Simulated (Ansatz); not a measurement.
# Work function of Pb(100): what the settings cost and change

Aim: the work function of Pb(100) against thickness and vacuum, with the cost.

Calculated with Ansatz 0.2.0; plane-wave DFT, PBE, Ansatz PAW.

This is a report of a sequence of runs, with the program logs left out and the cost of each run kept.

### 1. Set-up

The cell holds 1 atom: 1 Pb. Its edges and angles: a = 3.500 Å, b = 3.500 Å, c = 18.000 Å, α = 90.0°, β = 90.0°, γ = 90.0°. Vacuum lies along c.

### 2. Slab, setting 1 layer

A work function rests on the faint tail of the density, so the SCF threshold is tight. The slab grows from one layer, at fixed mesh and 18 Å of vacuum; then the vacuum is varied on one slab.

The input, input.yaml:

```yaml
crystal:
  lattice:
    - [3.5001785669, 0.0, 0.0]
    - [0.0, 3.5001785669, 0.0]
    - [0.0, 0.0, 18.0]
  atoms:
    - { symbol: Pb, position: [0.5, 0.5, 0.5] }
kpoints:
  mp_grid: { grid: [12, 12, 1] }
hamiltonian:
  xc: pbe
scf:
  occupations: { method: fermi_dirac, width: 0.1 }
  convergence: { dr2_threshold: 1.0e-09 }
efield:
  axis: 3
  dipole_correction: true
  ramp_position: 0.97
  ramp_width: 0.06
output:
  write_potential: true
  write_density: true
  volumetric_format: npy
  elf: true
```

Command:

```
ansatz run input.yaml --threads 2 --pin off --max-ram 3072MiB --backend cpu --events-out ev --progress --plain --runs-dir out
```

Run time: 5.9 s. Hardware: 2 threads of Intel Xeon 6975P-C (Granite Rapids), shared host; peak memory 0.46 GiB.

This step gave:

```yaml
energy_at_zero_smearing: -11905.5548 eV
work_function_upper_face: 4.014 eV
```

Running mean over 2.475 Å of the planar mean; the ramp of the sawtooth is left out. The electron's electrostatic potential energy less the Fermi level by z:

```
z (Å)  electron's electrostatic potential energy less the Fermi level (eV)
  3.0                                                                 4.01
  3.5                                                                 4.01
  4.0                                                                 4.01
  4.5                                                                 4.01
  5.0                                                                 4.00
  5.5                                                                 3.97
  6.0                                                                 3.88
  6.5                                                                 3.62
  7.0                                                                 2.75
  7.5                                                                0.563
  8.0                                                                -2.11
  8.5                                                                -4.28
  9.0                                                                -4.91
  9.5                                                                -4.28
 10.0                                                                -2.11
 10.5                                                                0.563
 11.0                                                                 2.75
 11.5                                                                 3.62
 12.0                                                                 3.88
 12.5                                                                 3.97
 13.0                                                                 4.00
 13.5                                                                 4.01
 14.0                                                                 4.01
 14.5                                                                 4.01
 15.0                                                                 4.01
```

ELF in the ca plane at fractional y = 0.500, with atoms of Pb within 0.2 Å of it. It is the smooth field of the valence electrons, not physical close to the nuclei.

Ten even steps from '0' (0.00) to '9' (0.41), each cell a mean:
```
00000000000000012357888876431100000000000000
00000000000000012478999997532100000000000000
00000000000000013579964898642100000000000000
00000000000000013589810498742100000000000000
00000000000000013589921598742100000000000000
00000000000000012578988998632100000000000000
00000000000000012468899987532100000000000000
00000000000000012356788776431100000000000000
```
Columns run along c (18.0 Å), rows up along a (3.5 Å). Atoms in or near the plane, at fractional coordinates: Pb at (0.50, 0.50).

Electrostatic potential energy in the ca plane at fractional y = 0.500, with atoms of Pb within 0.2 Å of it. With pseudopotentials it is smooth inside the atoms' cores, unlike the true potential.

Values in eV, 5 rows by 16 columns, each cell a mean:
```
  2   2   2   2   2   2   1  -3  -5   1   2   2   2   2   2   2
  2   2   2   2   2   2   0 -23 -28  -1   2   2   2   2   2   2
  2   2   2   2   2   2  -1 -29 -31  -3   2   2   2   2   2   2
  2   2   2   2   2   2   0 -17 -22  -1   2   2   2   2   2   2
  2   2   2   2   2   2   1  -1  -2   1   2   2   2   2   2   2
```
Columns run along c (18.0 Å; values clipped at the 3rd and 97th percentile), rows up along a (3.5 Å). Atoms in or near the plane, at fractional coordinates: Pb at (0.50, 0.50).

Valence density in the ca plane at fractional y = 0.500, with atoms of Pb within 0.2 Å of it. It is the smooth field of the valence electrons, not physical close to the nuclei.

Ten steps, logarithmic in the rise over the least value, from '0' (0.00 × 1e0 e/Å³) to '9' (8.57 × 1e0 e/Å³), each cell a mean:
```
00000000000000000001122210000000000000000000
00000000000000000001345421000000000000000000
00000000000000000013578641000000000000000000
00000000000000000013799852000000000000000000
00000000000000000013689742000000000000000000
00000000000000000012466531000000000000000000
00000000000000000001233311000000000000000000
00000000000000000001122110000000000000000000
```
Columns run along c (18.0 Å), rows up along a (3.5 Å). Atoms in or near the plane, at fractional coordinates: Pb at (0.50, 0.50).

The work function is 4.014 eV.

### 3. Run, 2 atoms

System of this step: Pb(100). The cell holds 2 atoms: 2 Pb. Cell: a = 3.500 Å, b = 3.500 Å, c = 20.475 Å, α = 90.0°, β = 90.0°, γ = 90.0°. Vacuum lies along c.

input.yaml, the sections that differ from step 2:

```yaml
crystal:
  lattice:
    - [3.5001785669, 0.0, 0.0]
    - [0.0, 3.5001785669, 0.0]
    - [0.0, 0.0, 20.475]
  atoms:
    - { symbol: Pb, position: [0.5, 0.5, 0.4395604396] }
    - { symbol: Pb, position: [0.0, 0.0, 0.5604395604] }
output:
  write_potential: true
  write_density: true
  volumetric_format: npy
# kpoints, hamiltonian, scf, efield: as in step 2
```

The job ended after 9.4 s (2 threads; peak memory 0.52 GiB; 15 s of CPU time).

The work function is 3.608 eV, -0.406 eV from the run “1 layer”, at 1.6 times its CPU time.

### 4. Slab, 3 atoms

System of this step: Pb(100). The cell holds 3 atoms: 3 Pb. Cell: a = 3.500 Å, b = 3.500 Å, c = 22.950 Å, α = 90.0°, β = 90.0°, γ = 90.0°. Vacuum lies along c.

input.yaml, the sections that differ from step 3:

```yaml
crystal:
  lattice:
    - [3.5001785669, 0.0, 0.0]
    - [0.0, 3.5001785669, 0.0]
    - [0.0, 0.0, 22.95]
  atoms:
    - { symbol: Pb, position: [0.0, 0.0, 0.3921568627] }
    - { symbol: Pb, position: [0.5, 0.5, 0.5] }
    - { symbol: Pb, position: [0.0, 0.0, 0.6078431373] }
# kpoints, hamiltonian, scf, efield, output: as in step 3
```

The job ended after 16 s (2 threads; peak memory 0.55 GiB).

The work function is 3.735 eV, +0.127 eV from the run “2 layers”, at 1.8 times its CPU time.

### 5. Slab, 4 atoms

System of this step: Pb(100). The cell holds 4 atoms: 4 Pb. Cell: a = 3.500 Å, b = 3.500 Å, c = 25.425 Å, α = 90.0°, β = 90.0°, γ = 90.0°. Vacuum lies along c.

input.yaml, the sections that differ from step 4:

```yaml
crystal:
  lattice:
    - [3.5001785669, 0.0, 0.0]
    - [0.0, 3.5001785669, 0.0]
    - [0.0, 0.0, 25.425]
  atoms:
    - { symbol: Pb, position: [0.5, 0.5, 0.3539823009] }
    - { symbol: Pb, position: [0.0, 0.0, 0.4513274336] }
    - { symbol: Pb, position: [0.5, 0.5, 0.5486725664] }
    - { symbol: Pb, position: [0.0, 0.0, 0.6460176991] }
# kpoints, hamiltonian, scf, efield, output: as in step 4
```

The job ended after 23 s (2 threads; peak memory 0.67 GiB).

The work function is 3.717 eV, -0.018 eV from the run “3 layers”, at 1.4 times its CPU time.

### 6. Slab, 5 atoms

System of this step: Pb(100). The cell holds 5 atoms: 5 Pb. Cell: a = 3.500 Å, b = 3.500 Å, c = 27.900 Å, α = 90.0°, β = 90.0°, γ = 90.0°. Vacuum lies along c.

input.yaml, the sections that differ from step 5:

```yaml
crystal:
  lattice:
    - [3.5001785669, 0.0, 0.0]
    - [0.0, 3.5001785669, 0.0]
    - [0.0, 0.0, 27.9]
  atoms:
    - { symbol: Pb, position: [0.0, 0.0, 0.3225806452] }
    - { symbol: Pb, position: [0.5, 0.5, 0.4112903226] }
    - { symbol: Pb, position: [0.0, 0.0, 0.5] }
    - { symbol: Pb, position: [0.5, 0.5, 0.5887096774] }
    - { symbol: Pb, position: [0.0, 0.0, 0.6774193548] }
# kpoints, hamiltonian, scf, efield, output: as in step 5
```

Elapsed: 31 s, on 2 threads; peak memory 0.76 GiB; 55 s of CPU time.

The work function is 3.669 eV, -0.048 eV from the run “4 layers”, at 1.4 times its CPU time.

### 7. Slab, 6 atoms

System of this step: Pb(100). The cell holds 6 atoms: 6 Pb. Cell: a = 3.500 Å, b = 3.500 Å, c = 30.375 Å, α = 90.0°, β = 90.0°, γ = 90.0°. Vacuum lies along c.

input.yaml, the sections that differ from step 6:

```yaml
crystal:
  lattice:
    - [3.5001785669, 0.0, 0.0]
    - [0.0, 3.5001785669, 0.0]
    - [0.0, 0.0, 30.375]
  atoms:
    - { symbol: Pb, position: [0.5, 0.5, 0.2962962963] }
    - { symbol: Pb, position: [0.0, 0.0, 0.3777777778] }
    - { symbol: Pb, position: [0.5, 0.5, 0.4592592593] }
    - { symbol: Pb, position: [0.0, 0.0, 0.5407407407] }
    - { symbol: Pb, position: [0.5, 0.5, 0.6222222222] }
    - { symbol: Pb, position: [0.0, 0.0, 0.7037037037] }
# kpoints, hamiltonian, scf, efield, output: as in step 6
```

It took 45 s on 2 threads; peak memory 0.89 GiB; 83 s of CPU time.

The work function is 3.716 eV, +0.047 eV from the run “5 layers”, at 1.5 times its CPU time.

### 8. Slab, 8 atoms

System of this step: Pb(100). The cell holds 8 atoms: 8 Pb. Its edges and angles: a = 3.500 Å, b = 3.500 Å, c = 35.325 Å, α = 90.0°, β = 90.0°, γ = 90.0°. Vacuum lies along c.

input.yaml, the sections that differ from step 7:

```yaml
crystal:
  lattice:
    - [3.5001785669, 0.0, 0.0]
    - [0.0, 3.5001785669, 0.0]
    - [0.0, 0.0, 35.325]
  atoms:
    - { symbol: Pb, position: [0.5, 0.5, 0.2547770701] }
    - { symbol: Pb, position: [0.0, 0.0, 0.3248407643] }
    - { symbol: Pb, position: [0.5, 0.5, 0.3949044586] }
    - { symbol: Pb, position: [0.0, 0.0, 0.4649681529] }
    - { symbol: Pb, position: [0.5, 0.5, 0.5350318471] }
    - { symbol: Pb, position: [0.0, 0.0, 0.6050955414] }
    - { symbol: Pb, position: [0.5, 0.5, 0.6751592357] }
    - { symbol: Pb, position: [0.0, 0.0, 0.7452229299] }
# kpoints, hamiltonian, scf, efield, output: as in step 7
```

Wall time 61 s (2 threads); peak memory 1.2 GiB.

The work function is 3.715 eV, -0.001 eV from the run “6 layers”, at 1.4 times its CPU time.

### 9. Run, 10 atoms

System of this step: Pb(100). The cell holds 10 atoms: 10 Pb. Its edges and angles: a = 3.500 Å, b = 3.500 Å, c = 40.275 Å, α = 90.0°, β = 90.0°, γ = 90.0°. Vacuum lies along c.

input.yaml, the sections that differ from step 8:

```yaml
crystal:
  lattice:
    - [3.5001785669, 0.0, 0.0]
    - [0.0, 3.5001785669, 0.0]
    - [0.0, 0.0, 40.275]
  atoms:
    - { symbol: Pb, position: [0.5, 0.5, 0.2234636872] }
    - { symbol: Pb, position: [0.0, 0.0, 0.2849162011] }
    - { symbol: Pb, position: [0.5, 0.5, 0.3463687151] }
    - { symbol: Pb, position: [0.0, 0.0, 0.4078212291] }
    - { symbol: Pb, position: [0.5, 0.5, 0.469273743] }
    - { symbol: Pb, position: [0.0, 0.0, 0.530726257] }
    - { symbol: Pb, position: [0.5, 0.5, 0.5921787709] }
    - { symbol: Pb, position: [0.0, 0.0, 0.6536312849] }
    - { symbol: Pb, position: [0.5, 0.5, 0.7150837989] }
    - { symbol: Pb, position: [0.0, 0.0, 0.7765363128] }
# kpoints, hamiltonian, scf, efield, output: as in step 8
```

Run time: 98 s. Hardware: 2 threads; peak memory 1.5 GiB.

The work function is 3.714 eV, -0.001 eV from the run “8 layers”, at 1.7 times its CPU time.

### 10. Run, 13 atoms

System of this step: Pb(100). The cell holds 13 atoms: 13 Pb. Its edges and angles: a = 3.500 Å, b = 3.500 Å, c = 47.700 Å, α = 90.0°, β = 90.0°, γ = 90.0°. Vacuum lies along c.

input.yaml, the sections that differ from step 9:

```yaml
crystal:
  lattice:
    - [3.5001785669, 0.0, 0.0]
    - [0.0, 3.5001785669, 0.0]
    - [0.0, 0.0, 47.7]
  atoms:
    - { symbol: Pb, position: [0.0, 0.0, 0.1886792453] }
    - { symbol: Pb, position: [0.5, 0.5, 0.2405660377] }
    - { symbol: Pb, position: [0.0, 0.0, 0.2924528302] }
    - { symbol: Pb, position: [0.5, 0.5, 0.3443396226] }
    - { symbol: Pb, position: [0.0, 0.0, 0.3962264151] }
    - { symbol: Pb, position: [0.5, 0.5, 0.4481132075] }
    - { symbol: Pb, position: [0.0, 0.0, 0.5] }
    - { symbol: Pb, position: [0.5, 0.5, 0.5518867925] }
    - { symbol: Pb, position: [0.0, 0.0, 0.6037735849] }
    - { symbol: Pb, position: [0.5, 0.5, 0.6556603774] }
    - { symbol: Pb, position: [0.0, 0.0, 0.7075471698] }
    - { symbol: Pb, position: [0.5, 0.5, 0.7594339623] }
    - { symbol: Pb, position: [0.0, 0.0, 0.8113207547] }
# kpoints, hamiltonian, scf, efield, output: as in step 9
```

Elapsed: 2.4 min, on 2 threads; peak memory 2.3 GiB.

The work function is 3.726 eV, +0.012 eV from the run “10 layers”, at 1.5 times its CPU time.

### 11. Slab, 7 atoms

System of this step: Pb(100). The cell holds 7 atoms: 7 Pb. Cell: a = 3.500 Å, b = 3.500 Å, c = 24.850 Å, α = 90.0°, β = 90.0°, γ = 90.0°. Vacuum lies along c.

input.yaml, the sections that differ from step 10:

```yaml
crystal:
  lattice:
    - [3.5001785669, 0.0, 0.0]
    - [0.0, 3.5001785669, 0.0]
    - [0.0, 0.0, 24.85]
  atoms:
    - { symbol: Pb, position: [0.0, 0.0, 0.2012072435] }
    - { symbol: Pb, position: [0.5, 0.5, 0.300804829] }
    - { symbol: Pb, position: [0.0, 0.0, 0.4004024145] }
    - { symbol: Pb, position: [0.5, 0.5, 0.5] }
    - { symbol: Pb, position: [0.0, 0.0, 0.5995975855] }
    - { symbol: Pb, position: [0.5, 0.5, 0.699195171] }
    - { symbol: Pb, position: [0.0, 0.0, 0.7987927565] }
# kpoints, hamiltonian, scf, efield, output: as in step 10
```

Elapsed: 31 s, on 2 threads; peak memory 0.87 GiB; 60 s of CPU time.

The work function is 3.722 eV. The program marks this work function as in doubt.

### 12. Slab, 7 atoms (run 2)

The cell differs from the one that the last finished run ended in (c 24.850 → 28.850 Å).

input.yaml, the sections that differ from step 11:

```yaml
crystal:
  lattice:
    - [3.5001785669, 0.0, 0.0]
    - [0.0, 3.5001785669, 0.0]
    - [0.0, 0.0, 28.85]
  atoms:
    - { symbol: Pb, position: [0.0, 0.0, 0.2426343154] }
    - { symbol: Pb, position: [0.5, 0.5, 0.3284228769] }
    - { symbol: Pb, position: [0.0, 0.0, 0.4142114385] }
    - { symbol: Pb, position: [0.5, 0.5, 0.5] }
    - { symbol: Pb, position: [0.0, 0.0, 0.5857885615] }
    - { symbol: Pb, position: [0.5, 0.5, 0.6715771231] }
    - { symbol: Pb, position: [0.0, 0.0, 0.7573656846] }
# kpoints, hamiltonian, scf, efield, output: as in step 11
```

The job ended after 38 s (2 threads; peak memory 0.93 GiB).

The work function is 3.735 eV, +0.013 eV from the run “7 layers, 10 Å of vacuum”, at 1.2 times its CPU time.

### 13. Run, 7 atoms

The cell differs from the one that the last finished run ended in (c 28.850 → 40.850 Å).

input.yaml, the sections that differ from step 12:

```yaml
crystal:
  lattice:
    - [3.5001785669, 0.0, 0.0]
    - [0.0, 3.5001785669, 0.0]
    - [0.0, 0.0, 40.85]
  atoms:
    - { symbol: Pb, position: [0.0, 0.0, 0.3182374541] }
    - { symbol: Pb, position: [0.5, 0.5, 0.3788249694] }
    - { symbol: Pb, position: [0.0, 0.0, 0.4394124847] }
    - { symbol: Pb, position: [0.5, 0.5, 0.5] }
    - { symbol: Pb, position: [0.0, 0.0, 0.5605875153] }
    - { symbol: Pb, position: [0.5, 0.5, 0.6211750306] }
    - { symbol: Pb, position: [0.0, 0.0, 0.6817625459] }
# kpoints, hamiltonian, scf, efield, output: as in step 12
```

Run time: 46 s. Hardware: 2 threads; peak memory 1.2 GiB.

The work function is 3.735 eV, +0.000 eV from the run “7 layers, 14 Å of vacuum”, at 1.2 times its CPU time.

### 14. The series together

Times are for 2 threads of Intel Xeon 6975P-C (Granite Rapids), shared host. The series side by side:

```csv
no.,setting,"work function, upper face (eV)",time,memory (GiB)
1,1 layer,4.014,5.9 s,0.46
2,2 layers,3.608,9.4 s,0.52
3,3 layers,3.735,16 s,0.55
4,4 layers,3.717,23 s,0.67
5,5 layers,3.669,31 s,0.76
6,6 layers,3.716,45 s,0.89
7,8 layers,3.715,61 s,1.2
8,10 layers,3.714,98 s,1.5
9,13 layers,3.726,2.4 min,2.3
10,"7 layers, 10 Å of vacuum",3.722,31 s,0.87
11,"7 layers, 14 Å of vacuum",3.735,38 s,0.93
12,"7 layers, 26 Å of vacuum",3.735,46 s,1.2
```

### 15. A changed input

System of this step: Pb(100) monolayer. The cell holds 1 atom: 1 Pb. Cell: a = 3.500 Å, b = 3.500 Å, c = 18.000 Å, α = 90.0°, β = 90.0°, γ = 90.0°. Vacuum lies along c.

An input spoilt on purpose, to show how the run answers: it repeats the earlier run “1 layer” with crystal.atoms[0].symbol from Pb to Xx, and scf.max_iter set to 80; its output block differs too.

input.yaml, the sections that differ from step 13:

```yaml
crystal:
  lattice:
    - [3.5001785669, 0.0, 0.0]
    - [0.0, 3.5001785669, 0.0]
    - [0.0, 0.0, 18.0]
  atoms:
    - { symbol: Xx, position: [0.5, 0.5, 0.5] }
scf:
  occupations: { method: fermi_dirac, width: 0.1 }
  convergence: { dr2_threshold: 1.0e-09 }
  max_iter: 80
# kpoints, hamiltonian, efield, output: as in step 13
```

Wall time 0.02 s (2 threads); peak memory 0.06 GiB.

The input was rejected at the start.

The program's message: “Error: YAML parse error: error: line 7 column 17: `Xx` is not an element symbol (H … Og, case-exact)”

The fault put into the input: an unknown element.

### 16. What came out

```yaml
work_function_1_layer: 4.014 eV
work_function_2_layers: 3.608 eV
work_function_6_layers: 3.716 eV
work_function_13_layers: 3.726 eV
```

What this shows: The thickest slab gives 3.73 eV, and the settings tried spread the value from 3.61 to 4.01 eV. At 18 Å of vacuum, the slabs from 6 layers on stay within 0.02 eV of the thickest. Going from 10 to 26 Å of vacuum moves it by 0.013 eV. The program marks the value as in doubt in “7 layers, 10 Å of vacuum”. The ladder's slabs use the tabulated experimental lattice constant (two decimals; a low-temperature value for the alkali metals). In 1 run of the series (7 layers, 10 Å of vacuum) the program warns that electrons reach the sawtooth's ramp, which makes dipole and work function less sure.

[Long decimals in the printed logs are rounded to 6 places.]

[Logs are printed without paths, hosts, clocks, repeated set-up lines and the standing remarks that a program may print on its own settings, such as how far it seeks lower states.]

[Hosts, paths, dates, database ids (printed as entryN), source tags and the programs' standing remarks are cut or masked in the printed files.]

[Maps of the electrostatic potential energy from Ansatz leave out the sawtooth potential of an applied field or a dipole correction, so their vacuum need not be flat; planar profiles and work functions include it.]
